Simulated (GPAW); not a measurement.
## WSe227 V2 d3p28: which magnetic order is lowest

A self-consistent run ends on one state, which hangs on the start. Several orders of WSe227 V2 d3p28 are started in GPAW and their energies compared.

Method: PBE with U = 3.2 eV on V d; plane waves with GPAW's PAW setups, scalar-relativistic, in GPAW 26.7.0.

### Step 1. The starting structure

The cell holds 27 atoms: 2 V, 18 Se and 7 W. Its edges and angles: a = 9.846 Å, b = 9.846 Å, c = 16.340 Å, α = 90.0°, β = 90.0°, γ = 120.0°. substitutional dopants on the host's lattice, its constants typed without a cited source, atoms not relaxed. Vacuum lies along c.

### Step 2. Start 1: ferro ++

The parallel start comes first: it fits the smallest cell, keeps the most symmetry and shows whether parallel moments form. A Hubbard term is added for the open shell, at a value in common use.

The input, order1.py:

```python
import json
import numpy as np
from ase import Atoms
from ase.parallel import paropen, parprint
from gpaw import GPAW

atoms = Atoms(['V', 'Se', 'Se', 'V', 'Se', 'Se', 'W', 'Se', 'Se', 'W', 'Se', 'Se', 'W', 'Se', 'Se', 'W', 'Se', 'Se', 'W', 'Se', 'Se', 'W', 'Se', 'Se', 'W', 'Se', 'Se'],
    cell=[[9.846, 0.0, 0.0],
         [-4.923, 8.526886, 0.0],
         [0.0, -0.0, 16.34]],
    scaled_positions=[[0.0, 0.0, 0.5],
         [0.222222, 0.111111, 0.602203],
         [0.222222, 0.111111, 0.397797],
         [0.0, 0.333333, 0.5],
         [0.222222, 0.444444, 0.602203],
         [0.222222, 0.444444, 0.397797],
         [0.0, 0.666667, 0.5],
         [0.222222, 0.777778, 0.602203],
         [0.222222, 0.777778, 0.397797],
         [0.333333, 0.0, 0.5],
         [0.555556, 0.111111, 0.602203],
         [0.555556, 0.111111, 0.397797],
         [0.333333, 0.333333, 0.5],
         [0.555556, 0.444444, 0.602203],
         [0.555556, 0.444444, 0.397797],
         [0.333333, 0.666667, 0.5],
         [0.555556, 0.777778, 0.602203],
         [0.555556, 0.777778, 0.397797],
         [0.666667, 0.0, 0.5],
         [0.888889, 0.111111, 0.602203],
         [0.888889, 0.111111, 0.397797],
         [0.666667, 0.333333, 0.5],
         [0.888889, 0.444444, 0.602203],
         [0.888889, 0.444444, 0.397797],
         [0.666667, 0.666667, 0.5],
         [0.888889, 0.777778, 0.602203],
         [0.888889, 0.777778, 0.397797]],
    pbc=True,
    magmoms=[2.0, 0.0, 0.0, 2.0, 0.0, 0.0, 0.0, 0.0, 0.0, 0.0, 0.0, 0.0, 0.0, 0.0, 0.0, 0.0, 0.0, 0.0, 0.0, 0.0, 0.0, 0.0, 0.0, 0.0, 0.0, 0.0, 0.0])
atoms.calc = GPAW(mode={'name': 'pw', 'ecut': 450},
    xc='PBE',
    kpts={'size': (3, 3, 1), 'gamma': True},
    occupations={'name': 'fermi-dirac', 'width': 0.05},
    convergence={'density': 1e-05, 'energy': 1e-05},
    maxiter=200,
    mixer={'name': 'pulay', 'beta': 0.05, 'nmaxold': 6, 'weight': 50},
    setups={'V': ':d,3.2'},
    symmetry={'tolerance': 1e-4},
    txt='order1.txt')
e = atoms.get_potential_energy(force_consistent=True)
res = {'free_energy': e, 'energy_sigma0': atoms.get_potential_energy(), 'fermi_energy': atoms.calc.get_fermi_level()}
res['moments'] = atoms.get_magnetic_moments().tolist()
res['total'] = atoms.get_magnetic_moment()
parprint('site moments (muB):', np.round(res['moments'], 3))
parprint(f"total moment: {res['total']:.3f} muB")
parprint(f'free energy: {e:.6f} eV')
atoms.calc.write('order1.gpw')
with paropen('results.json', 'w') as f:
    json.dump(res, f)
```

The run is started by

```bash
OMP_NUM_THREADS=1 mpirun -n 4 gpaw python order1.py > order1.log
```

Numbers of over 12 decimals in the logs are rounded to 6 here.

The log of the run:

```text
site moments (muB): [ 1.542e+00 -2.700e-02 -2.700e-02  1.542e+00 -2.700e-02 -2.700e-02
 -1.110e-01  1.000e-02  1.000e-02 -6.400e-02 -1.000e-03 -1.000e-03
  2.900e-02 -7.000e-03 -7.000e-03 -6.400e-02 -1.000e-03 -1.000e-03
 -1.210e-01 -9.700e-02 -9.700e-02 -6.100e-02 -4.300e-02 -4.300e-02
 -6.200e-02 -4.300e-02 -4.300e-02]
total moment: 1.993 muB
free energy: -169.733262 eV

--- order1.txt ---
Input parameters:
  mode=PW(ecut=450),
  convergence={'density': 1e-05, 'energy': 1e-05},
  kpts=MonkhorstPack(size=(3, 3, 1), gamma=True),
  maxiter=200,
  mixer=Pulay(name='pulay', nmaxold=6, beta=0.05, weight=50, sigma=0.015, g_ss=None),
  occupations=Occupations(name='fermi-dirac', width=0.05),
  setups={'V': ':d,3.2'},
  symmetry=Symmetry(tolerance=0.0001),
  xc=XC(name='PBE')

Diagonalizing LCAO Hamiltonian
Converting LCAO to pw mode

                Se      Se      Se

           W      Se      Se      Se

             V  Se  Se  Se  Se  Se  Se

               V  Se   W  Se   W  Se

                    Se      Se      Se

Atoms  # Å, Bohr magnetons
|    | symbol |         x |        y |        z |    initial magnetic moments |
|----|--------|-----------|----------|----------|-----------------------------|
|  0 |      V |  0.000000 | 0.000000 | 8.170000 | ( 0.0000,  0.0000,  2.0000) |
|  1 |     Se |  1.640998 | 0.947431 | 9.839997 | ( 0.0000,  0.0000,  0.0000) |
|  2 |     Se |  1.640998 | 0.947431 | 6.500003 | ( 0.0000,  0.0000,  0.0000) |
|  3 |      V | -1.640998 | 2.842292 | 8.170000 | ( 0.0000,  0.0000,  2.0000) |
|  4 |     Se | -0.000000 | 3.789723 | 9.839997 | ( 0.0000,  0.0000,  0.0000) |
|  5 |     Se | -0.000000 | 3.789723 | 6.500003 | ( 0.0000,  0.0000,  0.0000) |
|  6 |      W | -3.282002 | 5.684594 | 8.170000 | ( 0.0000,  0.0000,  0.0000) |
|  7 |     Se | -1.641003 | 6.632024 | 9.839997 | ( 0.0000,  0.0000,  0.0000) |
|  8 |     Se | -1.641003 | 6.632024 | 6.500003 | ( 0.0000,  0.0000,  0.0000) |
|  9 |      W |  3.281997 | 0.000000 | 8.170000 | ( 0.0000,  0.0000,  0.0000) |
| 10 |     Se |  4.923005 | 0.947431 | 9.839997 | ( 0.0000,  0.0000,  0.0000) |
| 11 |     Se |  4.923005 | 0.947431 | 6.500003 | ( 0.0000,  0.0000,  0.0000) |
| 12 |      W |  1.640998 | 2.842292 | 8.170000 | ( 0.0000,  0.0000,  0.0000) |
| 13 |     Se |  3.282007 | 3.789723 | 9.839997 | ( 0.0000,  0.0000,  0.0000) |
| 14 |     Se |  3.282007 | 3.789723 | 6.500003 | ( 0.0000,  0.0000,  0.0000) |
| 15 |      W | -0.000005 | 5.684594 | 8.170000 | ( 0.0000,  0.0000,  0.0000) |
| 16 |     Se |  1.641003 | 6.632024 | 9.839997 | ( 0.0000,  0.0000,  0.0000) |
| 17 |     Se |  1.641003 | 6.632024 | 6.500003 | ( 0.0000,  0.0000,  0.0000) |
| 18 |      W |  6.564003 | 0.000000 | 8.170000 | ( 0.0000,  0.0000,  0.0000) |
| 19 |     Se |  8.205002 | 0.947431 | 9.839997 | ( 0.0000,  0.0000,  0.0000) |
| 20 |     Se |  8.205002 | 0.947431 | 6.500003 | ( 0.0000,  0.0000,  0.0000) |
| 21 |      W |  4.923005 | 2.842292 | 8.170000 | ( 0.0000,  0.0000,  0.0000) |
| 22 |     Se |  6.564003 | 3.789723 | 9.839997 | ( 0.0000,  0.0000,  0.0000) |
| 23 |     Se |  6.564003 | 3.789723 | 6.500003 | ( 0.0000,  0.0000,  0.0000) |
| 24 |      W |  3.282002 | 5.684594 | 8.170000 | ( 0.0000,  0.0000,  0.0000) |
| 25 |     Se |  4.923000 | 6.632024 | 9.839997 | ( 0.0000,  0.0000,  0.0000) |
| 26 |     Se |  4.923000 | 6.632024 | 6.500003 | ( 0.0000,  0.0000,  0.0000) |

Unit cell  # Å
| periodic |         x |         y |         z |   lengths |     angles |
|----------|-----------|-----------|-----------|-----------|------------|
|      yes |  9.846000 |  0.000000 |  0.000000 |  9.846000 |  90.000000 |
|      yes | -4.923000 |  8.526886 |  0.000000 |  9.846000 |  90.000000 |
|      yes |  0.000000 | -0.000000 | 16.340000 | 16.340000 | 120.000000 |

Number of symmetries: 2

BZ-sampling:
  Number of BZ points: 9
  Number of IBZ points: 5

  Monkhorst-Pack size: [3, 3, 1]
  Monkhorst-Pack shift: [0, 0, 0]

K-points  # in reciprocal-cell coordinates
|   |                                coordinates |     weight |
|---|--------------------------------------------|------------|
| 0 | (  0.00000000,   0.00000000,   0.00000000) | 0.11111111 |
| 1 | (  0.00000000,   0.33333333,   0.00000000) | 0.22222222 |
| 2 | (  0.33333333,  -0.33333333,   0.00000000) | 0.22222222 |
| 3 | (  0.33333333,   0.00000000,   0.00000000) | 0.22222222 |
| 4 | (  0.33333333,   0.33333333,   0.00000000) | 0.22222222 |

Plane wave coefficients: 29763
Cutoff: 450.000000 eV

Spin-components: 2 (collinear spins)
Bands:           146
Projectors:      144
Spin-degeneracy: 1
Datatype:        complex128

Parallelization:
  kpt:    2
  domain: 2
  band:   1

Density:
  Valence electrons: 232.0
  Components: 2
  Grid points: [49 49 80]
  Charge: 0.0  # |e|

Potential:
  Grid points: [49 49 80]

species:
  V:
    name:    Vanadium
    Z:       23.0
    valence: 13
    core:    10
    charge:  0.0  # [|e|]
    Hubbard: {U: 3.2,  # eV
              l: 2,
              scale: True}
    compensation charges:
      type: gauss
      rc: 0.37  # [Å]
      lmax: 2
    cutoffs:
      filter: 2.14  # [Å]
      core: 0.96  # [Å]
    projectors
    | kind |    occ | energy [eV] | rcut [Å] |
    |------|--------|-------------|----------|
    |   3s |  2.000 |     -70.222 |    1.254 |
    |   4s |  2.000 |      -4.702 |    1.254 |
    |   3p |  6.000 |     -44.043 |    1.281 |
    |   4p |  0.000 |      -1.444 |    1.281 |
    |   3d |  3.000 |      -5.164 |    1.169 |
    |    d |        |      22.047 |    1.169 |

    Using partial waves for V as LCAO basis

  Se:
    name:    Selenium
    Z:       34.0
    valence: 6
    core:    28
    charge:  0.0  # [|e|]
    compensation charges:
      type: gauss
      rc: 0.27  # [Å]
      lmax: 2
    cutoffs:
      filter: 1.77  # [Å]
      core: 2.67  # [Å]
    projectors
    | kind |    occ | energy [eV] | rcut [Å] |
    |------|--------|-------------|----------|
    |   4s |  2.000 |     -17.277 |    0.847 |
    |   4p |  4.000 |      -6.512 |    1.005 |
    |    s |        |       9.935 |    0.847 |
    |    p |        |      20.699 |    1.005 |
    |    d |        |       0.000 |    0.847 |

    Using partial waves for Se as LCAO basis

  W:
    name:    Tungsten
    Z:       74.0
    valence: 14
    core:    60
    charge:  0.0  # [|e|]
    compensation charges:
      type: gauss
      rc: 0.40  # [Å]
      lmax: 2
    cutoffs:
      filter: 2.36  # [Å]
      core: 3.02  # [Å]
    projectors
    | kind |    occ | energy [eV] | rcut [Å] |
    |------|--------|-------------|----------|
    |   5s |  2.000 |     -78.830 |    1.344 |
    |   6s |  2.000 |      -5.697 |    1.344 |
    |   5p |  6.000 |     -43.233 |    1.355 |
    |   6p |  0.000 |      -1.367 |    1.355 |
    |   5d |  4.000 |      -4.494 |    1.228 |
    |    d |        |      22.717 |    1.228 |

    Using partial waves for W as LCAO basis

Reference energy: -4312906.271060  # eV

eigensolver:
  PPCG
  Converge bands: occupied
  niter=2

density mixing:
  Pulay-Mixer
  Linear mixing parameters: 0.05
  Old densities: 6
  Fourier metric: weight=50, sigma=0.015

occupation numbers:
  Fermi-Dirac:
    width: 0.0500  # eV

poisson solver:
  ecut: 3600.000000  # eV

xc functional:
  name: PBE with 2 nearest neighbor stencil

convergence criteria:
- Maximum integral of absolute [dens]ity change: 1e-05 electrons / valence electron
- Maximum [total energy] change in last 3 cyles: 1e-05 eV / valence electron
- Maximum integral of absolute [eigenst]ate change: 4e-08 eV^2 / valence electron
maximum number of iterations: 200

SCF iterations
|iter     |      energy | eigst |  dens |  magmom |
|---------|-------------|-------|-------|---------|
|iter:   1|       0s | -171.204330 | +0.42 |       |  +4.0021|
|iter:   2|      31s | -171.200172 | -0.86 | -1.15 |  +3.9020|
|iter:   3|      61s | -170.570596 | -1.62 | -1.19 |  +3.7337|
|iter:   4|      92s | -169.736815 | -1.50 | -1.24 |  +3.3617|
|iter:   5|     122s | -169.537684 | -1.45 | -1.39 |  +2.9099|
|iter:   6|     152s | -169.592766 | -2.21 | -1.59 |  +2.5196|
|iter:   7|     182s | -169.610030 | -3.03 | -1.82 |  +2.3948|
|iter:   8|     212s | -169.648008 | -3.02 | -1.94 |  +2.1601|
|iter:   9|     242s | -169.651649 | -3.45 | -2.26 |  +2.1178|
|iter:  10|     272s | -169.658587 | -3.87 | -2.40 |  +2.0763|
[... 32 iterations left out ...]
|iter:  43|    1250s | -169.706884c| -7.66c| -4.60 |  +1.9926|
|iter:  44|    1274s | -169.706888c| -7.57c| -4.63 |  +1.9925|
|iter:  45|    1298s | -169.706889c| -7.68c| -4.67 |  +1.9925|
|iter:  46|    1328s | -169.706890c| -7.26 | -4.71 |  +1.9924|
|iter:  47|    1343s | -169.706891c| -7.57c| -4.76 |  +1.9924|
|iter:  48|    1373s | -169.706892c| -7.35 | -4.80 |  +1.9924|
|iter:  49|    1389s | -169.706892c| -7.92c| -4.88 |  +1.9925|
|iter:  50|    1405s | -169.706893c| -8.19c| -4.94 |  +1.9926|
|iter:  51|    1421s | -169.706894c| -8.28c| -4.98 |  +1.9926|
|iter:  52|    1445s | -169.706894c| -7.54c| -5.01c|  +1.9925|

Converged in 52 steps
Energy contributions relative to reference atoms: (reference = -4312906.271060)

Energy contributions:
  Kinetic:         211.231344
  Coulomb:        -212.645312
  Zero:             -0.789016
  External:          0.000000
  Xc:             -167.477542
  Entropy:          -0.052736
  Spinorbit:         0.000000
  ----------------------------
  Free energy:    -169.733262
  Extrapolated:   -169.706894

dipole moment: (2.821642, -106.199236, 0.001198)  # |e|*Ang

Total magnetic moment: (0.000000, 0.000000, 1.992530)

Local magnetic moments
|        x |        y |         z |
|----------|----------|-----------|
| 0.000000 | 0.000000 |  1.542097 |  # V    0
| 0.000000 | 0.000000 | -0.027289 |  # Se   1
| 0.000000 | 0.000000 | -0.027289 |  # Se   2
| 0.000000 | 0.000000 |  1.542279 |  # V    3
| 0.000000 | 0.000000 | -0.027312 |  # Se   4
| 0.000000 | 0.000000 | -0.027312 |  # Se   5
| 0.000000 | 0.000000 | -0.111281 |  # W    6
| 0.000000 | 0.000000 |  0.010465 |  # Se   7
| 0.000000 | 0.000000 |  0.010465 |  # Se   8
| 0.000000 | 0.000000 | -0.064101 |  # W    9
| 0.000000 | 0.000000 | -0.001087 |  # Se  10
| 0.000000 | 0.000000 | -0.001087 |  # Se  11
| 0.000000 | 0.000000 |  0.028988 |  # W   12
| 0.000000 | 0.000000 | -0.006512 |  # Se  13
| 0.000000 | 0.000000 | -0.006512 |  # Se  14
| 0.000000 | 0.000000 | -0.064046 |  # W   15
| 0.000000 | 0.000000 | -0.001092 |  # Se  16
| 0.000000 | 0.000000 | -0.001092 |  # Se  17
| 0.000000 | 0.000000 | -0.120563 |  # W   18
| 0.000000 | 0.000000 | -0.096640 |  # Se  19
| 0.000000 | 0.000000 | -0.096640 |  # Se  20
| 0.000000 | 0.000000 | -0.061330 |  # W   21
| 0.000000 | 0.000000 | -0.043314 |  # Se  22
| 0.000000 | 0.000000 | -0.043314 |  # Se  23
| 0.000000 | 0.000000 | -0.061560 |  # W   24
| 0.000000 | 0.000000 | -0.043262 |  # Se  25
| 0.000000 | 0.000000 | -0.043262 |  # Se  26

Fermi level: 0.203
Eigenvalues  # (at kpt = [0.000, 0.000, 0.000])
| band index |      eig [eV] | occ [0-1] |      eig [eV] | occ [0-1] |
|------------|---------------|-----------|---------------|-----------|
|          0 |       -73.871 |     1.000 |       -73.856 |     1.000 |
|        ... |               |           |               |           |
|        108 |        -1.031 |     1.000 |        -0.697 |     1.000 |
|        109 |        -1.003 |     1.000 |        -0.662 |     1.000 |
|        110 |        -0.972 |     1.000 |        -0.569 |     1.000 |
|        111 |        -0.935 |     1.000 |        -0.475 |     1.000 |
|        112 |        -0.818 |     1.000 |        -0.396 |     1.000 |
|        113 |        -0.816 |     1.000 |        -0.302 |     1.000 |
|        114 |        -0.515 |     1.000 |         0.223 |     0.400 |
|        115 |        -0.134 |     0.999 |         0.516 |     0.002 |
|        116 |         0.032 |     0.968 |         0.738 |     0.000 |
|        117 |         0.622 |     0.000 |         1.854 |     0.000 |
|        118 |         1.118 |     0.000 |         1.987 |     0.000 |
|        119 |         1.523 |     0.000 |         2.245 |     0.000 |
|        120 |         1.524 |     0.000 |         2.254 |     0.000 |
|        121 |         1.606 |     0.000 |         2.279 |     0.000 |
|        122 |         1.837 |     0.000 |         2.308 |     0.000 |
|        ... |               |           |               |           |
|        145 |         3.830 |     0.000 |         4.168 |     0.000 |

No gap
No difference between direct/indirect transitions
```

Elapsed: 25 min, on 4 MPI ranks of Arm Neoverse V2, shared host; peak memory 2.7 GiB; 1.7 h of CPU time.

Spin moment in the augmentation sphere by element, in μB:

| element | atoms | mean | spread (r.m.s.) | least | largest |
| --- | --- | --- | --- | --- | --- |
| V | 2 | 1.54 | 0.00 | 1.54 | 1.54 |
| Se | 18 | -0.03 | 0.03 | -0.10 | 0.01 |
| W | 7 | -0.06 | 0.04 | -0.12 | 0.03 |

The atoms farthest from the mean of their element:

| atom | x, y, z (Å) | spin moment in the augmentation sphere (μB) |
| --- | --- | --- |
| W13 | 1.64, 2.84, 8.17 | 0.03 |
| Se20 | 8.21, 0.95, 9.84 | -0.10 |
| Se21 | 8.21, 0.95, 6.50 | -0.10 |
| W19 | 6.56, 0.00, 8.17 | -0.12 |
| W7 | -3.28, 5.68, 8.17 | -0.11 |
| Se9 | -1.64, 6.63, 6.50 | 0.01 |
| Se8 | -1.64, 6.63, 9.84 | 0.01 |
| Se11 | 4.92, 0.95, 9.84 | 0.00 |

This step gave:

| Item | Value |
| --- | --- |
| magnetization | 1.993 μB |
| final state | ferromagnetic |

After 52 cycles the largest moment stands at 1.54 μB.

[end of part 1 of 2]

[Logs and program files are shortened in this print: banners, set-up blocks, solver, clock and traceback lines can be left out without a mark of their own.]

[Logs are printed without paths, hosts, clocks, repeated set-up lines and the standing remarks that a program may print on its own settings, such as how far it seeks lower states.]

[Hosts, paths, dates, database ids (printed as entryN), source tags and the programs' standing remarks are cut or masked in the printed files.]

[Where a cell is said to come from a database of computed structures, the database is the Materials Project.]
